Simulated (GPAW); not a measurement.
Consider K3ClO (Pm).

```xyz
5
Lattice="5.1439 0.0000 0.0000 0.0000 5.1368 0.0000 -0.0410 0.0000 5.1465" Properties=species:S:1:pos:R:3 pbc="T T T"
K     2.6531    0.0000    0.1495
K    -0.0244    2.5684    4.9870
K     0.1899    0.0000    2.5744
Cl    2.5431    2.5684    2.5815
O     0.0722    0.0000    0.0006
```

Absorber: atom 2, with 2 O at 2.57 Å (linear, site symmetry m). Method: GPAW, LDA, full core hole (charged cell), 10-atom cell with 7.2 Å between holes, 3×3×3 k points, dipole transitions, Gaussian full width 0.9 eV up to 4 eV, rising linearly to 3.5 eV at 25 eV.

Question: Where do the maxima of the K K edge fall?

Main maxima up to 30 eV above the zero (height): 3.8 eV (1.73), 8.8 eV (0.77), 14.0 eV (1.92) and 28.4 eV (1.15). A K edge sees empty p states on the absorber. The total-energy difference plus the lowest empty eigenvalue puts the zero at 3611.02 eV. One term is added: -19.73 eV, since the hole is spin-paired here and a spin-polarised one costs that much less in the free atom (computed apart). The photon energy is then 3591.29 eV. The tabulated edge of the element is 3608.4 eV. The functional and the charged cell's background leave an error in such absolute values: in the free atom LDA prices this hole 11.1 eV below PBE (computed apart), and PBE is itself good to a few eV.

The K K spectrum (energy from the lowest empty level; intensity scaled to a mean of 1 over the first 20 eV; polarised curves are means over the symmetry-equivalent atoms):

```csv
E (eV),isotropic,ε ∥ x,ε ∥ y,ε ∥ z
-2.0,0.00,0.00,0.00,0.00
-1.5,0.00,0.00,0.00,0.00
-1.0,0.00,0.00,0.00,0.00
-0.5,0.00,0.00,0.00,0.00
0.0,0.00,0.01,0.00,0.01
0.5,0.04,0.05,0.01,0.05
1.0,0.11,0.15,0.02,0.15
1.5,0.26,0.39,0.02,0.39
2.0,0.62,0.88,0.08,0.90
2.5,0.77,1.05,0.18,1.08
3.0,1.05,1.44,0.23,1.49
3.5,1.60,2.22,0.34,2.23
4.0,1.71,2.35,0.51,2.28
4.5,1.49,1.90,0.75,1.82
5.0,1.32,1.34,1.23,1.38
5.5,1.08,0.89,1.43,0.93
6.0,0.89,0.77,1.13,0.76
6.5,0.69,0.60,0.86,0.59
7.0,0.46,0.39,0.57,0.40
7.5,0.41,0.39,0.44,0.41
8.0,0.56,0.61,0.46,0.61
8.5,0.73,0.92,0.39,0.89
9.0,0.76,1.04,0.26,0.98
9.5,0.69,0.95,0.22,0.90
10.0,0.69,0.87,0.33,0.87
10.5,0.79,0.88,0.59,0.91
11.0,0.92,0.86,1.02,0.90
11.5,1.06,0.81,1.53,0.84
12.0,1.24,0.86,1.99,0.86
12.5,1.46,1.03,2.32,1.02
13.0,1.68,1.26,2.52,1.26
13.5,1.86,1.48,2.61,1.49
14.0,1.92,1.63,2.52,1.63
14.5,1.84,1.66,2.22,1.63
15.0,1.64,1.57,1.83,1.53
15.5,1.43,1.41,1.50,1.37
16.0,1.26,1.26,1.27,1.24
16.5,1.13,1.13,1.13,1.13
17.0,1.03,1.02,1.03,1.03
17.5,0.94,0.93,0.96,0.95
18.0,0.88,0.85,0.90,0.88
18.5,0.83,0.80,0.86,0.83
19.0,0.81,0.78,0.85,0.81
19.5,0.81,0.78,0.86,0.80
20.0,0.83,0.79,0.89,0.81
20.5,0.84,0.80,0.91,0.81
21.0,0.84,0.80,0.92,0.81
21.5,0.83,0.79,0.90,0.81
22.0,0.82,0.79,0.86,0.81
22.5,0.82,0.82,0.79,0.84
23.0,0.83,0.88,0.73,0.90
23.5,0.87,0.96,0.68,0.97
24.0,0.92,1.05,0.66,1.05
24.5,0.97,1.13,0.67,1.11
25.0,1.00,1.18,0.69,1.14
25.5,1.02,1.20,0.73,1.15
26.0,1.04,1.21,0.77,1.15
26.5,1.06,1.21,0.82,1.16
27.0,1.09,1.23,0.88,1.17
27.5,1.12,1.24,0.95,1.18
28.0,1.15,1.24,1.00,1.20
28.5,1.15,1.22,1.05,1.19
29.0,1.14,1.17,1.07,1.17
29.5,1.10,1.10,1.06,1.13
30.0,1.05,1.03,1.03,1.08
30.5,0.98,0.95,0.98,1.02
31.0,0.92,0.89,0.92,0.96
```

The crystal has 3 inequivalent K sites and not all are shown here, while a measurement adds them all. The mesh is coarse (0.41 Å⁻¹ between points), so small maxima may be mesh ripples. The structure is a computed Materials Project entry and may be a hypothetical form.

[Banner, clock and machine lines of the logs are left out without a mark of their own.]

[Logs are printed without paths, hosts, clocks, repeated set-up lines and the standing remarks that a program may print on its own settings, such as how far it seeks lower states.]

[Hosts, paths, dates, database ids (printed as entryN), source tags and the programs' standing remarks are cut or masked in the printed files.]

[Lists of maxima count a maximum above −3 eV only where it reaches 4 % of the highest in the window and stands out from its surroundings by 2 % of it (1.5 % where it reaches 55 %); shoulders and weaker maxima are passed over, and of the rest the first, up to two pre-edge ones and the few strongest are named.]
